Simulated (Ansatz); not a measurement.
# C on Fe(100): change of the work function, part 3 of 5

Wanted: Δφ(θ) for C/Fe(100), starting from the hollow site.

Ansatz 0.2.0; plane-wave DFT, PBE, Ansatz PAW (the session's first sound run).

So far, work function, upper face (eV): step 2 (the clean slab) 3.86.

In doubt: Bader basins on short bonds can need a finer grid, which would bear on Bader charges.

## (3) The covered slab, k-mesh 5×5×1, coverage 0.25 ML (continued)

Electrostatic potential energy in the ca plane at fractional y = 0.250, with atoms of Fe and C within 0.2 Å of it. With pseudopotentials it is smooth inside the atoms' cores, unlike the true potential.

Ten even steps from '0' (-49 eV) to '9' (7 eV), each cell a mean:
```
99999999998999999989999999999999999999999999
99999999854689997546899999999999999999999999
99999998510269984002699999999999999999999999
99999998300058983000599999999999999999999999
99999998510269984102699999999999999999999999
99999999855689997556899999999999999999999999
99999999998999999889999999999999999999999999
99999999999999999999999999999999999999999999
99999999877899998778998899999999999999999999
99999998632479984226885479999999999999999999
99999998300058961003750038999999999999999999
99999998300058961003750038999999999999999999
99999998632479984226885479999999999999999999
99999999887899998778998899999999999999999999
99999999999999999999999999999999999999999999
```
Columns run along c (16.0 Å, from fractional 0.29 to 0.95 of the cell; values clipped at the 3rd and 97th percentile), rows up along a (5.7 Å). Atoms in or near the plane, at fractional coordinates: Fe at (0.43, 0.25), Fe at (0.54, 0.25), Fe at (0.43, 0.75), Fe at (0.55, 0.75), C at (0.62, 0.25).

ELF in the ca plane at fractional y = 0.250, with atoms of Fe and C within 0.2 Å of it. It is the smooth field of the valence electrons, not physical close to the nuclei.

Ten even steps from '0' (0.00) to '9' (0.85), each cell a mean:
```
01223344422234443223333332100000000000000000
01233443222223432222244332100000000000000000
01234542367522323675224432100000000000000000
11345531389722314896224432100000000000000000
01234542367522323675234432100000000000000000
01233443222223432222244332100000000000000000
01223344422334443223333332100000000000000000
01223344433344444333333443210000000000000000
11233344321234432212346776420000000000000000
11234443245323423542378898631000000000000000
11345532379622225984484389741000000000000000
11345532379622225984474389741000000000000000
11234443245323423442378898631000000000000000
11233344321234432112346776420000000000000000
01222344433344344333333443210000000000000000
```
Columns run along c (16.0 Å, from fractional 0.29 to 0.95 of the cell), rows up along a (5.7 Å). Atoms in or near the plane, at fractional coordinates: Fe at (0.43, 0.25), Fe at (0.54, 0.25), Fe at (0.43, 0.75), Fe at (0.55, 0.75), C at (0.62, 0.25).

The relaxation took 6 steps and lowered the energy by 0.37 eV; the largest force on the free atoms ends at 0.0074 eV/Å.

By hand: a sheet of dipoles makes a step −p/(ε₀A) in the electron's potential. With e/ε₀ = 180.95 V·Å, p = -0.08187 e·Å and A = 32.95 Å², that is −180.95 × (-0.08187) / 32.95 = +0.450 eV, and the two vacuum levels of the run differ by +0.450 eV.

The covered face has 4.34 eV, +0.49 eV against the clean one; the bare back face has moved by +0.06 eV, a measure of how thin the slab is.

## (4) Adsorbate added, k-mesh 5×5×1, coverage 0.5 ML

System of this step: Fe10C (C/Fe(100)). The cell holds 22 atoms: 20 Fe and 2 C. Cell: a = 5.740 Å, b = 5.740 Å, c = 24.136 Å, α = 90.0°, β = 90.0°, γ = 90.0°. Vacuum lies along c.

Another coverage, to see how the dipoles act on each other as their distance changes.

input.yaml

```yaml
crystal:
  lattice:
    - [5.74, 0.0, 0.0]
    - [0.0, 5.74, 0.0]
    - [0.0, 0.0, 24.135524735]
  atoms:
    - { symbol: Fe, position: [0.0, 0.0, 0.3728943165], spin: 2.97 }
    - { symbol: Fe, position: [0.25, 0.25, 0.4323502437], spin: 2.38 }
    - { symbol: Fe, position: [0.0, 0.0, 0.491095603], spin: 2.5 }
    - { symbol: Fe, position: [0.25, 0.25, 0.5507060243], spin: 2.31 }
    - { symbol: Fe, position: [0.0, 0.0, 0.6063893326], spin: 2.92 }
    - { symbol: Fe, position: [0.0, 0.5, 0.3728943165], spin: 2.97 }
    - { symbol: Fe, position: [0.25, 0.75, 0.4323502437], spin: 2.38 }
    - { symbol: Fe, position: [0.0, 0.5, 0.491095603], spin: 2.5 }
    - { symbol: Fe, position: [0.25, 0.75, 0.5507060243], spin: 2.31 }
    - { symbol: Fe, position: [0.0, 0.5, 0.6063893326], spin: 2.92 }
    - { symbol: Fe, position: [0.5, 0.0, 0.3728943165], spin: 2.97 }
    - { symbol: Fe, position: [0.75, 0.25, 0.4323502437], spin: 2.38 }
    - { symbol: Fe, position: [0.5, 0.0, 0.491095603], spin: 2.5 }
    - { symbol: Fe, position: [0.75, 0.25, 0.5507060243], spin: 2.31 }
    - { symbol: Fe, position: [0.5, 0.0, 0.6063893326], spin: 2.92 }
    - { symbol: Fe, position: [0.5, 0.5, 0.3728943165], spin: 2.97 }
    - { symbol: Fe, position: [0.75, 0.75, 0.4323502437], spin: 2.38 }
    - { symbol: Fe, position: [0.5, 0.5, 0.491095603], spin: 2.5 }
    - { symbol: Fe, position: [0.75, 0.75, 0.5507060243], spin: 2.31 }
    - { symbol: Fe, position: [0.5, 0.5, 0.6063893326], spin: 2.92 }
    - { symbol: C, position: [0.25, 0.25, 0.6271056835] }
    - { symbol: C, position: [0.75, 0.75, 0.6271056835] }
magnetization:
  spin_polarized: true
kpoints:
  mp_grid: { grid: [5, 5, 1] }
hamiltonian:
  xc: pbe
scf:
  occupations: { method: fermi_dirac, width: 0.1 }
  convergence: { dr2_threshold: 1.0e-08 }
efield:
  axis: 3
  dipole_correction: true
  ramp_position: 0.97
  ramp_width: 0.06
relax:
  f_tol: 0.02
  max_steps: 60
  constraints: [{ sites: [0, 1, 5, 6, 10, 11, 15, 16] }]
output:
  bader: true
  dos: { projected: true, e_range: [-8, 4] }
  write_potential: true
  write_density: true
  volumetric_format: npy
```

Command:

```bash
$ ansatz run input.yaml --threads 4 --pin off --max-ram 12288MiB --backend cpu --events-out ev --progress --plain --runs-dir out
```

Numbers of over 12 decimals in the logs are rounded to 6 here.

Output:

```text
[...]
Crystal: 22 atoms, lattice volume = 795.208 Å³
Basis set: ecut = 420 eV, 15669 PW (Γ), exchange–correlation on 80×80×324 points (8 copies of the dense FFT grid, shifted against one another)
Bands: 229, of which v1, the nominal top of the filled ones, is band 164 counted from 1 (163 counted from 0)
Symmetry: 16 space group operations
k-points: 6 of 25
[...]
Starting moments: Σ|m| = 52.32 μB on 20 of 22 sites
[...]
SCF iter   1: F=—  HF=-90102.816711 eV  |F-HF|=—  |Δ(HF+E_count)|=         —  Δρ=4.48e-2 (↑2.49e-2 ↓4.48e-2)  dr2=6.26e1  dr2_m=2.66e0  M=49.934 μB ∫|m|=50.969 μB  β_m=1.00  ethr=3.10e-3  p=-0.000 e·Å  D=-4.02e-7 V/Å  ΔV_dip=0.00 eV  dr2_dipole=7.00e0  V_vac-E_F(+/−)=7.56/7.56 eV  ⟨swp⟩=10.0  Hψ=14792  notcnv=0  defer=121
[...]
SCF iter  17: F=-90101.742781 eV  HF=-90101.742781 eV  |F-HF|=2.76e-10  |Δ(HF+E_count)|=   2.43e-9  Δρ=2.20e-7 (↑1.83e-7 ↓2.20e-7)  dr2=1.05e-9  dr2_m=4.45e-11  M=48.400 μB ∫|m|=51.698 μB  ethr=1.88e-12  p=-0.215 e·Å  D=-4.89e-2 V/Å  ΔV_dip=1.18 eV  dr2_dipole=4.14e-11  V_vac-E_F(+/−)=5.09/3.91 eV  ⟨swp⟩=16.2  Hψ=20841  notcnv=0
SCF 1 converged in 17 iterations: F = -90101.742781 eV  dr2 = 1.05e-9
[...]
relax step   1: F+E_penalty+E_count = -90101.74278067 eV  Δ(F+E_penalty+E_count) = +0.000e0 eV  max|allowed force component| = 1.824e0 eV/Å  Δτ_max = 0.0000 Å  (17 SCF iters, accepted)
[...]
SCF iter  13: F=-90102.076871 eV  HF=-90102.076871 eV  |F-HF|=3.49e-9  |Δ(HF+E_count)|=   1.12e-9  Δρ=3.82e-7 (↑3.19e-7 ↓3.82e-7)  dr2=3.90e-9  dr2_m=1.19e-10  M=48.500 μB ∫|m|=51.783 μB  ethr=1.00e-12  p=-0.187 e·Å  D=-4.25e-2 V/Å  ΔV_dip=1.03 eV  dr2_dipole=7.27e-11  V_vac-E_F(+/−)=4.94/3.91 eV  ⟨swp⟩=12.0  Hψ=17379  notcnv=0
SCF 2 converged in 13 iterations: F = -90102.076871 eV  dr2 = 3.90e-9
[...]
relax step   2: F+E_penalty+E_count = -90102.07687063 eV  Δ(F+E_penalty+E_count) = -3.341e-1 eV  max|allowed force component| = 1.066e0 eV/Å  Δτ_max = 0.0458 Å  (13 SCF iters, accepted)
SCF iter   1: F=—  HF=-90102.200803 eV  |F-HF|=—  |Δ(HF+E_count)|=         —  Δρ=3.65e-3 (↑3.50e-3 ↓3.65e-3)  dr2=7.26e-2  dr2_m=6.59e-2  M=48.586 μB ∫|m|=51.863 μB  β_m=1.00  ethr=2.29e-4  p=-0.187 e·Å  D=-4.25e-2 V/Å  ΔV_dip=1.03 eV  dr2_dipole=7.17e-3  V_vac-E_F(+/−)=4.93/3.91 eV  ⟨swp⟩=4.8  Hψ=7528  notcnv=0  defer=285
[...]
SCF iter  13: F=-90102.236112 eV  HF=-90102.236112 eV  |F-HF|=2.82e-9  |Δ(HF+E_count)|=  3.06e-10  Δρ=4.94e-7 (↑2.20e-7 ↓4.94e-7)  dr2=3.54e-9  dr2_m=4.86e-10  M=48.546 μB ∫|m|=51.776 μB  ethr=1.00e-12  p=-0.153 e·Å  D=-3.49e-2 V/Å  ΔV_dip=0.84 eV  dr2_dipole=3.37e-10  V_vac-E_F(+/−)=4.75/3.91 eV  ⟨swp⟩=12.5  Hψ=15896  notcnv=0
SCF 3 converged in 13 iterations: F = -90102.236112 eV  dr2 = 3.54e-9
relax step   3: F+E_penalty+E_count = -90102.23611169 eV  Δ(F+E_penalty+E_count) = -1.592e-1 eV  max|allowed force component| = 1.124e-1 eV/Å  Δτ_max = 0.0602 Å  (13 SCF iters, accepted)
[...]
relax step   4: F+E_penalty+E_count = -90102.22600825 eV  Δ(F+E_penalty+E_count) = +1.010e-2 eV  max|allowed force component| = 1.951e-1 eV/Å  Δτ_max = 0.0478 Å  (13 SCF iters, rejected (line search))
SCF iter   1: F=—  HF=-90102.233381 eV  |F-HF|=—  |Δ(HF+E_count)|=         —  Δρ=2.02e-3 (↑1.98e-3 ↓2.02e-3)  dr2=5.83e-2  dr2_m=2.15e-2  M=48.705 μB ∫|m|=51.970 μB  β_m=1.00  ethr=1.60e-4  p=-0.150 e·Å  D=-3.42e-2 V/Å  ΔV_dip=0.83 eV  dr2_dipole=8.23e-3  V_vac-E_F(+/−)=4.73/3.91 eV  ⟨swp⟩=3.9  Hψ=5584  notcnv=0  defer=302
[...]
SCF iter  12: F=-90102.239905 eV  HF=-90102.239905 eV  |F-HF|=2.69e-9  |Δ(HF+E_count)|=   7.35e-9  Δρ=3.18e-7 (↑2.94e-7 ↓3.18e-7)  dr2=3.08e-9  dr2_m=7.07e-11  M=48.642 μB ∫|m|=51.886 μB  ethr=1.00e-12  p=-0.152 e·Å  D=-3.47e-2 V/Å  ΔV_dip=0.84 eV  dr2_dipole=3.23e-10  V_vac-E_F(+/−)=4.75/3.91 eV  ⟨swp⟩=11.2  Hψ=17901  notcnv=0
SCF 5 converged in 12 iterations: F = -90102.239905 eV  dr2 = 3.08e-9
relax step   5: F+E_penalty+E_count = -90102.23990540 eV  Δ(F+E_penalty+E_count) = -3.794e-3 eV  max|allowed force component| = 6.580e-3 eV/Å  Δτ_max = 0.0133 Å  (12 SCF iters, accepted)
[...]
SCF converged after 12 iterations
Magnetization: 48.6417 μB (188.3208 up, 139.6792 down)
Absolute magnetization: 51.8887 μB (∫|ρ↑−ρ↓|, with the PAW one-centre terms)
[...]
Per-site moments (μB) at R_I (Å): [(2.968447, 1.025266), (2.402775, 1.025266), (2.378249, 0.998906), (1.455160, 0.768640), (2.303816, 0.846415), (2.968447, 1.025266), (2.423557, 1.025266), (2.378249, 0.998906), (2.558484, 1.024345), (2.303816, 0.846415), (2.968447, 1.025266), (2.423557, 1.025266), (2.378249, 0.998906), (2.558484, 1.024345), (2.303816, 0.846415), (2.968447, 1.025266), (2.402775, 1.025266), (2.378249, 0.998906), (1.455160, 0.768640), (2.303816, 0.846415), (-0.199108, 0.768640), (-0.199108, 0.768640)]
Free energy (F): -90102.239905 eV
[...]
Internal energy: -90101.479697 eV  (E = F + TS)
E sigma→0 (E₀):  -90101.859801 eV
Entropy (-TS):   -0.760208 eV (-34.555 meV/atom)
Fermi energy:    2.590706 eV
Dipole field:    D = -0.034691 V/Å  (p = -0.152451 e·Å, saw-weighted, corrected)
Work function:   Φ+ = 4.7480 eV   Φ− = 3.9107 eV
[...]
--- Forces (eV/Å), atoms counted from 1 ---
  atom   1  Fe     0.00000000     0.00000000     0.44760565
  atom   2  Fe    -0.00000000     0.00000000    -0.53221355
  atom   3  Fe     0.00000000     0.00000000    -0.00169495
  atom   4  Fe    -0.00000000     0.00000000    -0.00658019
  atom   5  Fe    -0.00000000     0.00000000     0.00106432
  atom   6  Fe     0.00000000    -0.00000000     0.44760565
  atom   7  Fe     0.00000000     0.00000000    -0.36142513
  atom   8  Fe     0.00000000    -0.00000000    -0.00169495
  atom   9  Fe     0.00000000    -0.00000000    -0.00003759
  atom  10  Fe    -0.00000000    -0.00000000     0.00106432
  atom  11  Fe    -0.00000000    -0.00000000     0.44760565
  atom  12  Fe     0.00000000    -0.00000000    -0.36142513
  atom  13  Fe     0.00000000    -0.00000000    -0.00169495
  atom  14  Fe     0.00000000     0.00000000    -0.00003759
  atom  15  Fe    -0.00000000    -0.00000000     0.00106432
  atom  16  Fe     0.00000000     0.00000000     0.44760565
  atom  17  Fe    -0.00000000    -0.00000000    -0.53221355
  atom  18  Fe     0.00000000     0.00000000    -0.00169495
  atom  19  Fe    -0.00000000     0.00000000    -0.00658019
  atom  20  Fe    -0.00000000     0.00000000     0.00106432
  atom  21  C      0.00000000     0.00000000     0.00631581
  atom  22  C      0.00000000     0.00000000     0.00631581
  max |Σ_I F_I| component: 1.88e-5 eV/Å
--- Band table (eV; the first three rows and the last of 12) ---
  k-point 0 ↑: bands = [... 160 lower, 1.3021, 1.3430, 1.3430, 1.3755, 1.3807, 1.4797, 1.4839, 1.5162, ... 61 higher]
  k-point 1 ↑: bands = [... 160 lower, 1.2979, 1.3001, 1.3263, 1.4031, 1.4155, 1.4474, 1.4637, 1.4902, ... 61 higher]
  k-point 2 ↑: bands = [... 160 lower, 1.2029, 1.2774, 1.2848, 1.2849, 1.3185, 1.3204, 1.3950, 1.4126, ... 61 higher]
  k-point 5 ↓: bands = [... 160 lower, 3.8071, 3.8202, 3.8360, 3.9655, 4.0144, 4.0396, 4.0486, 4.0786, ... 61 higher]
--- Relaxed structure (5 steps of the walk, 4 accepted, 0 SCFs on fresh bases) ---
  F+E_penalty+E_count = -90102.23990540 eV   max|allowed force component| = 6.580e-3 eV/Å
  atoms:
    - { symbol: Fe, position: [0.0, 0.0, 0.3728943165] }
    - { symbol: Fe, position: [0.25, 0.25, 0.432350] }
    - { symbol: Fe, position: [0, 0, 0.491852] }
    - { symbol: Fe, position: [0.25, 0.25, 0.546594] }
    - { symbol: Fe, position: [0, 0, 0.611238] }
    - { symbol: Fe, position: [0.0, 0.5, 0.3728943165] }
    - { symbol: Fe, position: [0.25, 0.75, 0.432350] }
    - { symbol: Fe, position: [0, 0.5, 0.491852] }
    - { symbol: Fe, position: [0.25, 0.75, 0.551943] }
    - { symbol: Fe, position: [0, 0.5, 0.611238] }
    - { symbol: Fe, position: [0.5, 0.0, 0.3728943165] }
    - { symbol: Fe, position: [0.75, 0.25, 0.432350] }
    - { symbol: Fe, position: [0.5, 0, 0.491852] }
    - { symbol: Fe, position: [0.75, 0.25, 0.551943] }
    - { symbol: Fe, position: [0.5, 0, 0.611238] }
    - { symbol: Fe, position: [0.5, 0.5, 0.3728943165] }
    - { symbol: Fe, position: [0.75, 0.75, 0.432350] }
    - { symbol: Fe, position: [0.5, 0.5, 0.491852] }
    - { symbol: Fe, position: [0.75, 0.75, 0.546594] }
    - { symbol: Fe, position: [0.5, 0.5, 0.611238] }
    - { symbol: C, position: [0.25, 0.25, 0.623799] }
    - { symbol: C, position: [0.75, 0.75, 0.623799] }
--- Bader charges: 22 sites ---
  site symbol  charge [e]  shift [e]    m [muB]
     0     Fe      0.0542     0.0001     3.1134
     1     Fe     -0.0594     0.0000     2.3470
     2     Fe      0.0158     0.0001     2.3449
     3     Fe      0.1045     0.0007     1.4948
     4     Fe      0.5012     0.0014     2.4716
     5     Fe      0.0542     0.0001     3.1134
     6     Fe     -0.0578     0.0001     2.3703
     7     Fe      0.0158     0.0001     2.3449
     8     Fe      0.0360     0.0003     2.5203
     9     Fe      0.5012     0.0014     2.4716
    10     Fe      0.0542     0.0001     3.1134
    11     Fe     -0.0578     0.0001     2.3703
    12     Fe      0.0158     0.0001     2.3449
    13     Fe      0.0360     0.0003     2.5203
    14     Fe      0.5012     0.0014     2.4716
    15     Fe      0.0542     0.0001     3.1134
    16     Fe     -0.0593     0.0000     2.3470
    17     Fe      0.0158     0.0001     2.3449
    18     Fe      0.1045     0.0007     1.4948
    19     Fe      0.5012     0.0014     2.4716
    20      C     -1.1657     0.0027    -0.2712
    21      C     -1.1657     0.0027    -0.2712
  estimated error of the sums over rays = 8.7e-4 e
```

Wall time 12 min (4 threads of Arm Neoverse V1, shared host); peak memory 4.7 GiB.

Step by step:

```tsv
step	energy less that of the first step (eV)	largest force component (eV/Å)
1	0.0000	1.8241
2	-0.3341	1.0663
3	-0.4933	0.1124
4	-0.4832	0.1951
5	-0.4971	0.0066
```

Relaxation step 4 was tried and not accepted.

The run keeps the 16 symmetry operations that it works with, so distortions that break them were not tested.

The atoms that moved most (Å):

```tsv
atom	dx	dy	dz	length
Fe5	0.000	0.000	0.117	0.117
Fe10	0.000	0.000	0.117	0.117
Fe15	0.000	0.000	0.117	0.117
Fe20	0.000	0.000	0.117	0.117
Fe19	0.000	0.000	-0.099	0.099
Fe4	0.000	0.000	-0.099	0.099
C21	0.000	0.000	-0.080	0.080
C22	0.000	0.000	-0.080	0.080
```

Final coordinates:

```xyz
22
Lattice="5.7400 0.0000 0.0000 0.0000 5.7400 0.0000 0.0000 0.0000 24.1355" Properties=species:S:1:pos:R:3
Fe    0.0000    0.0000    9.0000
Fe    1.4350    1.4350   10.4350
Fe    0.0000    0.0000   11.8711
Fe    1.4350    1.4350   13.1923
Fe    0.0000    0.0000   14.7526
Fe    0.0000    2.8700    9.0000
Fe    1.4350    4.3050   10.4350
Fe    0.0000    2.8700   11.8711
Fe    1.4350    4.3050   13.3214
Fe    0.0000    2.8700   14.7526
Fe    2.8700    0.0000    9.0000
Fe    4.3050    1.4350   10.4350
Fe    2.8700    0.0000   11.8711
Fe    4.3050    1.4350   13.3214
Fe    2.8700    0.0000   14.7526
Fe    2.8700    2.8700    9.0000
Fe    4.3050    4.3050   10.4350
Fe    2.8700    2.8700   11.8711
Fe    4.3050    4.3050   13.1923
Fe    2.8700    2.8700   14.7526
C     1.4350    1.4350   15.0557
C     4.3050    4.3050   15.0557
```

Numbers from this step:

| Property | Result |
| --- | --- |
| energy at zero smearing | -90101.8598 eV |
| total moment | 48.64 μB |
| work function, upper face | 4.748 eV |
| work function, lower face | 3.911 eV |
| dipole along the normal | -0.1525 e·Å |
| step between the vacuum levels | 0.8373 eV |

The density of states has structure finer than the step of the table below, so its rows give means over 0.25 eV, whole bins alone (the curve runs from -8 to 1.98 eV). Peaks (eV: height): total -3.580: 68.4, -3.220: 68.3, -1.500: 94.5, -1.410: 98.5, -1.290: 90.9, -1.170: 70.4, -1.080: 73.5; up -3.580: 62.1, -3.220: 55.0, -1.680: 45.4, -1.500: 64.4, -1.290: 49.3, -1.080: 55.0, -1.020: 45.3; down -1.410: 57.9, -1.290: 41.6, 0.990: 38.1, 1.320: 37.0, 1.710: 58.4, 1.770: 59.1, 1.860: 47.9.

Table of density of states by energy, zero at the Fermi level; means over each step; values in states/eV a cell:

```tsv
energy (eV)	total	up	down
-7.75	0.0401	0.0401	0
-7.50	0.794	0.678	0.116
-7.25	1.38	0.667	0.718
-7.00	1.74	1.08	0.665
-6.75	2.00	0.827	1.18
-6.50	1.19	0.462	0.730
-6.25	0.977	0.431	0.546
-6.00	3.91	3.18	0.726
-5.75	4.82	2.68	2.14
-5.50	5.56	4.18	1.38
-5.25	8.25	3.24	5.01
-5.00	8.46	5.41	3.04
-4.75	10.9	8.73	2.17
-4.50	15.7	12.1	3.59
-4.25	18.9	15.2	3.76
-4.00	21.4	16.5	4.90
-3.75	17.4	12.4	4.94
-3.50	31.9	25.6	6.26
-3.25	36.7	28.4	8.28
-3.00	30.8	22.0	8.85
-2.75	33.5	27.9	5.59
-2.50	36.9	25.5	11.5
-2.25	35.5	24.2	11.3
-2.00	21.9	14.4	7.55
-1.75	44.3	25.0	19.3
-1.50	58.0	29.9	28.1
-1.25	58.0	35.9	22.1
-1.00	53.0	31.6	21.4
-0.75	39.4	21.4	18.0
-0.50	24.3	10.4	13.9
-0.25	24.1	13.3	10.8
0.00	24.7	7.90	16.8
0.25	17.1	4.67	12.5
0.50	19.0	5.66	13.4
0.75	21.0	5.31	15.7
1.00	23.1	3.39	19.7
1.25	29.9	4.10	25.8
1.50	25.9	2.23	23.7
1.75	41.1	3.16	38.0
```

Projected DOS per atom over height of the atomic layer and energy from the Fermi level. Layers: Fe4 Fe4 Fe4 Fe4 Fe4C2 from below.

Ten even steps from '_' (0.00 states/eV) to '@' (3.08 states/eV), each cell a mean:
```
--++****::
**++====--
--::::----
++..::..::
==::::----
::====++::
++@@%%@@==
**@@%%%%++
**====--==
##========
%%--==--==
++==**++==
==--::--::
------::::
..::::::..
__........
______....
__________
__________
__________
__________
__________
```
Columns: height of the atomic layer (Å) from 9 to 14.9 (not evenly spaced); rows upwards: energy from the Fermi level (eV) from -7.96 to 1.95.

Projected DOS per atom, spin up over height of the atomic layer and energy from the Fermi level. Layers: Fe4 Fe4 Fe4 Fe4 Fe4C2 from below.

Ten even steps from '0' (0.00 states/eV) to '9' (2.11 states/eV), each cell a mean:
```
00000
00000
00001
00011
01221
13341
39783
49774
73324
82345
93445
75754
54232
43322
12322
00111
00011
00000
00000
00000
00000
00000
```
Columns: height of the atomic layer (Å) from 9 to 14.9 (not evenly spaced); rows upwards: energy from the Fermi level (eV) from -7.96 to 1.95.

Projected DOS per atom, spin down over height of the atomic layer and energy from the Fermi level. Layers: Fe4 Fe4 Fe4 Fe4 Fe4C2 from below.

Ten even steps from '_' (0.00 states/eV) to '@' (1.93 states/eV), each cell a mean:
```
++%%@@@@--
@@##**++++
++--::====
%%..::..::
**::....--
--------::
++++==++--
==++**++--
::------::
::--::::..
::..::....
__....::::
__........
______....
__________
______....
__________
__________
__________
__________
__________
__________
```
Columns: height of the atomic layer (Å) from 9 to 14.9 (not evenly spaced); rows upwards: energy from the Fermi level (eV) from -7.96 to 1.95.

Site moment by atom:

```tsv
atom	site moment (μB)
Fe1	2.97
Fe2	2.40
Fe3	2.38
Fe4	1.46
Fe5	2.30
Fe6	2.97
Fe7	2.42
Fe8	2.38
Fe9	2.56
Fe10	2.30
Fe11	2.97
Fe12	2.42
Fe13	2.38
Fe14	2.56
Fe15	2.30
Fe16	2.97
Fe17	2.40
Fe18	2.38
Fe19	1.46
Fe20	2.30
C21	-0.20
C22	-0.20
```

The relaxation took 5 steps and lowered the energy by 0.50 eV; the largest force on the free atoms ends at 0.0066 eV/Å.

The covered face has 4.75 eV, +0.89 eV against the clean one; the bare back face has moved by +0.08 eV, a measure of how thin the slab is.

(Continued in part 4 of 5.)

[Logs are printed without paths, hosts, clocks, repeated set-up lines and the standing remarks that a program may print on its own settings, such as how far it seeks lower states.]

[Hosts, paths, dates, database ids (printed as entryN), source tags and the programs' standing remarks are cut or masked in the printed files.]

[Maps of the electrostatic potential energy from Ansatz leave out the sawtooth potential of an applied field or a dipole correction, so their vacuum need not be flat; planar profiles and work functions include it.]

[The density of states shown here was stored with 400 of the rows of the run's finer table, so its peaks can read low, often by over a quarter, or be missed, and its means over a window can be off by a tenth or more.]
